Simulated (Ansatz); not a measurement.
## Wurtzite SiC, size series (72 atoms): geometry optimisation

Aim: bring wurtzite SiC, size series (72 atoms) to a nearby minimum of the energy and see what moves.

Calculated with Ansatz 0.2.0; Kohn-Sham DFT, r2SCAN, PAW (set soft_2), plane waves.

Report form: the programs' logs are mostly left out.

## Step 1: The structure

The cell holds 72 atoms: 36 Si and 36 C. Its edges and angles: a = 9.228 Å, b = 9.228 Å, c = 10.096 Å, α = 90.0°, β = 90.0°, γ = 120.0°. It derives from SiC (wurtzite), repeated 3×3×2. Wurtzite SiC (a = 3.076 Å, c = 5.048 Å), 3 x 3 x 2 conventional cells; ideal positions.

What the set-up can't give: Only the Γ point is sampled, in a cell whose shortest periodic width is 8 Å.

## Step 2: Single point at the start

The forces at the start show how far the geometry lies from a minimum of this functional.

The input, input.yaml:

```yaml
crystal:
  lattice:
    - [9.228, 0.0, 0.0]
    - [-4.614, 7.99168, 0.0]
    - [0.0, 0.0, 10.096]
  atoms:
    - { symbol: Si, position: [0.0, 0.0, 0.0] }
    - { symbol: C, position: [0.11111, 0.22222, 0.0625] }
    - { symbol: Si, position: [0.11111, 0.22222, 0.25] }
    - { symbol: C, position: [0.0, 0.0, 0.3125] }
    - { symbol: Si, position: [0.0, 0.0, 0.5] }
    - { symbol: C, position: [0.11111, 0.22222, 0.5625] }
    - { symbol: Si, position: [0.11111, 0.22222, 0.75] }
    - { symbol: C, position: [0.0, 0.0, 0.8125] }
[... 60 atom lines left out ...]
    - { symbol: Si, position: [0.66667, 0.66667, 0.5] }
    - { symbol: C, position: [0.77778, 0.88889, 0.5625] }
    - { symbol: Si, position: [0.77778, 0.88889, 0.75] }
    - { symbol: C, position: [0.66667, 0.66667, 0.8125] }
kpoints:
  mp_grid: { grid: [1, 1, 1] }
hamiltonian:
  xc: r2scan
scf:
  occupations: { method: fermi_dirac, width: 0.025 }
output:
  forces: true
  stress: true
  populations: true
  dos:
    method: { smearing: { sigma: 0.1 } }
    de: 0.1
    projected: { site_lists: { C: [C], Si: [Si] } }
  eigenvalues: true
```

On the command line:

```console
$ ansatz run input.yaml --threads 4 --pin off --max-ram 8192MiB --backend cpu --events-out ev --progress --plain --runs-dir out
```

Elapsed: 16 s, on 4 threads of Arm Neoverse V1, shared host; peak memory 2.1 GiB; 56 s of CPU time.

The program notes that positions were snapped to a detected symmetry.

Read from the output:

* free energy: -32078.8168 eV
* free energy per atom: -445.5391 eV/atom
* SCF cycles: 7
* pressure: 0.5983 GPa
* r.m.s. force component: 0.1376 eV/Å
* longest force: 0.2384 eV/Å
* Fermi energy: 10.88 eV
* gap (highest filled to lowest empty level): 2.554 eV
* spilling of the projection: 0.01074

The r.m.s. force component of 0.14 eV/Å and the pressure of 0.60 GPa set the starting point.

Length of the force by element:

```
element  coordination  atoms  mean length of the force (eV/Å)  spread  least   most
      C           all     36                            0.238       0  0.238  0.238
     Si           all     36                            0.238       0  0.238  0.238
```

## Step 3: Relaxation

With the cell held, the atoms are moved downhill towards a nearby minimum.

input.yaml, the sections that differ from step 2:

```yaml
output:
  forces: true
relax:
  f_tol: 0.05
  max_steps: 200
# crystal, kpoints, hamiltonian, scf: as in step 2
```

It took 32 s on 4 threads; peak memory 2.2 GiB; 1.9 min of CPU time.

The steps of the relaxation:

```
step  energy less that of the first step (eV)  largest force component (eV/Å)
   1                                   0.0000                          0.2384
   2                                  -0.0328                          0.1526
   3                                  -0.0560                          0.0033
```

Forces are held to the 216 operations that the run works with; a distortion that breaks them can't arise in this run.

The relaxation changed the energy by -0.778 meV/atom, and atoms moved by 0.006 Å r.m.s., 0.006 Å at most.

## Step 4: Structure statistics after relaxation

Bonds before and after, by the cutoffs listed below:

```
pair  bonds before  bonds after  mean before (Å)  mean after (Å)  spread before (Å)  spread after (Å)
C-Si           144          144            1.887           1.887              0.004             0.011
```

Density 3.22 g/cm³, 10.34 Å³ an atom.

g(r), total and by pair (bins of 0.2 Å):

```
r (Å)  total    C-C  C-Si  Si-Si
 1.80   3.51   0.00  7.00   0.00
 2.00   1.11   0.00  2.22   0.00
 2.20   0.00   0.00  0.00   0.00
 2.40   0.00   0.00  0.00   0.00
 2.60   0.00   0.00  0.00   0.00
 2.80   0.00   0.00  0.00   0.00
 3.00   5.20  10.45  0.00  10.45
 3.20   0.42   0.00  0.84   0.00
 3.40   0.00   0.00  0.00   0.00
 3.60   2.82   0.00  5.65   0.00
 3.80   0.00   0.00  0.00   0.00
 4.00   0.00   0.00  0.00   0.00
 4.20   0.00   0.00  0.00   0.00
 4.40   2.58   2.58  2.58   2.58
 4.60   0.00   0.00  0.00   0.00
 4.80   1.65   0.00  3.29   0.00
 5.00   0.33   0.65  0.00   0.65
 5.20   0.00   0.00  0.00   0.00
 5.40   2.61   5.20  0.00   5.20
 5.60   1.15   0.00  2.30   0.00
 5.80   0.00   0.00  0.00   0.00
 6.00   1.76   2.81  0.70   2.81
 6.20   1.29   1.29  1.29   1.29
 6.40   1.78   0.00  3.57   0.00
 6.60   0.28   0.00  0.56   0.00
 6.80   1.04   2.09  0.00   2.09
 7.00   0.60   0.00  1.20   0.00
 7.20   0.24   0.00  0.49   0.00
```

Bonds by pair of elements; cutoffs follow the first minimum of g(r), held within bounds set by covalent radii, and pairs that aren't listed don't count as bonded:

```
pair A-B  cutoff (Å)  bonds  mean length (Å)  spread (Å)  shortest (Å)  B about A  A about B
    C-Si        2.28    144             1.89       0.011          1.88          4          4
```

How many atoms have how many bonded neighbours:

```
element  mean   4
      C     4  36
     Si     4  36
```

Bond angles (no mean is given where the spread exceeds 20°):

```
  angle  count  mean (°)  spread (°)
 C-Si-C    216       110         0.3
Si-C-Si    216       110         0.3
```

Rings of the network by King's shortest-path rule, up to 12 atoms, one path for each pair of neighbours; H, halogens, alkali and alkaline-earth atoms are left out, and the last column divides by all other atoms, bonded or not:

```
ring size (atoms)  rings  per network atom
                6    139              1.93
```

With the cutoffs above, all C atoms have 4 and all Si atoms have 4 bonded neighbours. The C-Si-C angle averages 110° with a spread of 0.3°. All rings counted have 6 atoms.

## Step 5: Single point at the relaxed geometry

The electronic structure is read at the final geometry, in a run of its own.

The input, input.yaml:

```yaml
crystal:
  lattice:
    - [9.228, 0.0, 0.0]
    - [-4.614, 7.99168, 0.0]
    - [0.0, 0.0, 10.096]
  atoms:
    - { symbol: Si, position: [1.0, 1.0, 0.00064] }
    - { symbol: C, position: [0.11111, 0.22222, 0.06186] }
    - { symbol: Si, position: [0.11111, 0.22222, 0.25064] }
    - { symbol: C, position: [1.0, 1.0, 0.31186] }
    [... 62 atom lines left out ...]
    - { symbol: Si, position: [0.77778, 0.88889, 0.25064] }
    - { symbol: C, position: [0.66667, 0.66667, 0.31186] }
    - { symbol: Si, position: [0.66667, 0.66667, 0.50064] }
    - { symbol: C, position: [0.77778, 0.88889, 0.56186] }
    - { symbol: Si, position: [0.77778, 0.88889, 0.75064] }
    - { symbol: C, position: [0.66667, 0.66667, 0.81186] }
kpoints:
  mp_grid: { grid: [1, 1, 1] }
hamiltonian:
  xc: r2scan
scf:
  occupations: { method: fermi_dirac, width: 0.025 }
output:
  forces: true
  stress: true
  populations: true
  dos:
    method: { smearing: { sigma: 0.15 } }
    de: 0.1
    projected: { site_lists: { C: [C], Si: [Si] } }
  eigenvalues: true
  write_density: true
  write_potential: true
  volumetric_format: npy
```

The job ended after 19 s (4 threads; peak memory 2.1 GiB).

The run gave:

```yaml
free_energy: -32078.8728 eV
free_energy_per_atom: -445.5399 eV/atom
scf_cycles: 7
pressure: 0.5878 GPa
r_m_s_force_component: 0.00258 eV/Å
longest_force: 0.00448 eV/Å
fermi_energy: 10.89 eV
spacing_of_highest_filled_and_lowest_empty_level: 2.649 eV
spilling_of_the_projection: 0.01076
```

Löwdin charges by element (they lack the spilled electrons, 0.043 e an atom on average):

```
element  coordination  atoms  mean charge (e)  spread  least   most
      C           all     36            -1.06       0  -1.06  -1.06
     Si           all     36             1.15       0   1.15   1.15
```

States in the cell by windows of 1 eV, zero at the Fermi level; the larger projections on atomic orbitals stand beside the total:

```
from (eV)  to (eV)  total   C p  Si p  Si s  C s
      -10       -9   15.1   8.0   1.2   5.8  0.2
       -9       -8   22.3  11.4   4.6   4.3  1.9
       -8       -7   38.3  19.9  11.1   4.6  2.6
       -7       -6    4.5   2.6   0.7   0.4  0.7
       -6       -5   23.8  14.4   5.7   1.5  1.9
       -5       -4   35.2  23.1  10.1   0.8  0.8
       -4       -3   43.2  30.3  11.6   0.5  0.1
       -3       -2   24.3  19.5   4.1   0.0  0.0
       -2       -1    7.3   6.6   0.4   0.0  0.0
       -1        1    0.0   0.0   0.0   0.0  0.0
        1        2    4.0   0.8   2.2   0.0  0.0
        2        3   31.0   2.0  13.9   4.7  5.6
        3        4   11.3   1.4   4.9   0.9  1.8
        4        5   16.4   1.9   6.5   1.7  2.8
```

Between -18 and -10 eV lie 74 more states.

The levels nearest the highest filled one (over half full), pooled over k-points and spins:

```
level less the highest filled one (eV)  occupation
                                -0.751           2
                                -0.751           2
                                -0.751           2
                                -0.015           2
                                     0           2
                                     0           2
                                  2.65           0
                                  2.65           0
                                  3.81           0
                                  3.81           0
                                  3.81           0
                                  3.81           0
```

Valence density in the ac plane at fractional y = 0.000, with atoms of Si and C within 0.2 Å of it. It is the smooth field of the valence electrons, not physical close to the nuclei.

Ten even steps from '0' (0.1 e/Å³) to '9' (1.7 e/Å³), each cell a mean:
```
01110111001100111001100110
32100012332000012321000012
64100013553100014652000025
97310126995200137984100148
98421137997311259996211369
65321135665211236664211246
21110111221110112221100112
00000000000000000000000000
00001000000001000000011000
01111111001111110001111110
01222221002222221012222221
01222221001222220002222210
01110111001110111001100110
32100012332000012321000012
64100013553100014642000025
97310126995200137984100148
98421148997311259996211369
65321135665211236664211246
21110111221110111221100112
00000000000000000000000000
00001000000001000000011000
01111111001111110001111110
01222221002222221012222221
01222221001222220002222210
```
Columns run along a (9.2 Å), rows up along c (10.1 Å). Atoms in or near the plane, at fractional coordinates: Si at (0.00, 0.00), C at (0.00, 0.31), Si at (0.00, 0.50), C at (0.00, 0.81), Si at (0.33, 0.00), C at (0.33, 0.31), Si at (0.33, 0.50), C at (0.33, 0.81), Si at (0.67, 0.00), C at (0.67, 0.31), Si at (0.67, 0.50), C at (0.67, 0.81).

Electrostatic potential energy in the ac plane at fractional y = 0.000, with atoms of Si and C within 0.2 Å of it. With pseudopotentials it is smooth inside the atoms' cores, unlike the true potential.

Values in eV, 13 rows by 16 columns, each cell a mean:
```
-31  -3  10   8 -13 -34 -14   8  10  -3 -31 -24   4  11   4 -24
-12   8  11  11   2 -15   2  11  11   8 -12  -5  10  11  10  -5
-44   1   5   5 -13 -48 -13   5   4   0 -43 -30   5   4   6 -29
  6   8   2   4   8   5   8   4   2   8   6   7   6   1   6   7
 10  11  10  10  11  10  11  10  10  11  10  10  11  10  11  10
-20   2   9   8  -6 -22  -6   8   9   1 -20 -14   6   9   6 -14
-49 -11   9   7 -26 -51 -26   6   9 -11 -48 -40   0  10   1 -40
 -8   6  11  10   1  -9   1  10  11   6  -8  -4   9  12   9  -4
-38   3   9   9  -9 -42 -10   9   9   2 -37 -25   8   9   8 -25
-18   4   1   3  -1 -21  -1   3   1   4 -17 -10   5   0   5  -9
 11  10   7   8  11  11  11   8   7  10  11  11   9   6   9  11
  2   9  10  10   7   2   7  10  10   9   2   4  10  10  10   4
-44  -8   9   7 -22 -46 -22   6   9  -9 -43 -35   1   9   2 -35
```
Columns run along a (9.2 Å; values clipped at the 3rd and 97th percentile), rows up along c (10.1 Å). Atoms in or near the plane, at fractional coordinates: Si at (0.00, 0.00), C at (0.00, 0.31), Si at (0.00, 0.50), C at (0.00, 0.81), Si at (0.33, 0.00), C at (0.33, 0.31), Si at (0.33, 0.50), C at (0.33, 0.81), Si at (0.67, 0.00), C at (0.67, 0.31), Si at (0.67, 0.50), C at (0.67, 0.81).

Mean Löwdin charges: C -1.06, Si +1.15 e (they miss 1.1 % of the electrons, so they add up to more than the cell's charge). The largest share in the top eV of filled states is C p (87 % of the projected weight), and in the lowest eV of empty states Si p (68 % of the projected weight).

The surroundings of Si35, picked at random, nearest first, numbered as they follow in the input and with coordinates relative to it.

```
atom      x      y      z  distance (Å)  bonds  Löwdin charge (e)
Si35   0.00   0.00   0.00          0.00      4               1.15
 C44  -1.54   0.89   0.62          1.88      4              -1.06
 C36   0.00  -1.78   0.62          1.88      4              -1.06
 C68   1.54   0.89   0.62          1.88      4              -1.06
 C34   0.00   0.00  -1.91          1.91      4              -1.06
Si43  -1.54   2.66   0.00          3.08      4               1.15
Si11  -3.08   0.00   0.00          3.08      4               1.15
 Si3  -1.54  -2.66   0.00          3.08      4               1.15
Si67   1.54   2.66   0.00          3.08      4               1.15
Si27   1.54  -2.66   0.00          3.08      4               1.15
Si59   3.08   0.00   0.00          3.08      4               1.15
Si41  -1.54   0.89  -2.52          3.09      4               1.15
Si45  -1.54   0.89   2.52          3.09      4               1.15
Si33   0.00  -1.78  -2.52          3.09      4               1.15
Si37   0.00  -1.78   2.52          3.09      4               1.15
Si65   1.54   0.89  -2.52          3.09      4               1.15
Si69   1.54   0.89   2.52          3.09      4               1.15
 C38   0.00   0.00   3.14          3.14      4              -1.06
```

The column of bonds counts only the pairs C-Si within 2.28 Å; other neighbours, such as metal atoms beside each other in a compound, aren't counted, and periodic images can show an atom twice.

## Step 6: With hamiltonian.dispersion = "d3bjatm"

Changed here: hamiltonian.dispersion = "d3bjatm".

This step: Kohn-Sham DFT, r2SCAN+D3(BJ) with three-body term, PAW (set soft_2), plane waves (Ansatz 0.2.0).

Edit input.yaml of step 5 so:

```diff
@@ -6,3 +6,3 @@
   atoms:
-    [... the 72 atom lines of step 5 ...]
+    [... the 72 atom lines of step 2 ...]
 kpoints:
@@ -11,2 +11,3 @@
   xc: r2scan
+  dispersion: d3bjatm
 scf:
@@ -16,3 +17,3 @@
   stress: true
-  populations: true
+  populations: intrinsic
   dos:
@@ -22,4 +23 @@
   eigenvalues: true
-  write_density: true
-  write_potential: true
-  volumetric_format: npy
```

Elapsed: 22 s, on 4 threads; peak memory 2.1 GiB.

Geometry and reference: those of the single point at the start.

Forces differ from those of the single point at the start by 0.1 meV/Å r.m.s., 0.073 % of their size; the pressure by -1.6 GPa. It took 1.3 times the reference's time (shared host, so rough).

## Step 7: Results

```json
{
 "energy change in the relaxation": "-0.778 meV/atom",
 "r.m.s. displacement": "0.006 Å",
 "largest displacement": "0.006 Å",
 "free energy per atom": "-445.5399 eV/atom",
 "density": "3.219 g/cm³",
 "pressure": "0.5878 GPa",
 "r.m.s. force component": "0.00258 eV/Å",
 "gap (highest filled to lowest empty level)": "2.649 eV",
 "wall time of the 4 DFT runs": "89 s"
}
```

**Reading.** Relaxation lowers the energy by 0.778 meV/atom and moves atoms by 0.006 Å r.m.s.; the r.m.s. force component goes from 0.14 to 0.0026 eV/Å, the pressure goes from 0.60 to 0.59 GPa, and the gap from 2.55 to 2.65 eV. By the final cutoffs no bond was broken or made. First to last step the energy falls by 0.056 eV; the largest move, 0.006 Å, is that of C2, with 71 other atoms within 2 % of it. With the cutoffs above, all C atoms have 4 and all Si atoms have 4 bonded neighbours. Between filled and empty levels lie 2.65 eV at Γ alone; the mesh holds the band edges only if they fold onto it, so the gap at this level can be narrower or closed, while semilocal functionals tend to narrow gaps against experiment.

**Limits.** The stress is far from hydrostatic: its diagonal is 2.0, 2.0, -2.1 GPa, compression counted positive.

[Logs are printed without paths, hosts, clocks, repeated set-up lines and the standing remarks that a program may print on its own settings, such as how far it seeks lower states.]

[Hosts, paths, dates, database ids (printed as entryN), source tags and the programs' standing remarks are cut or masked in the printed files.]
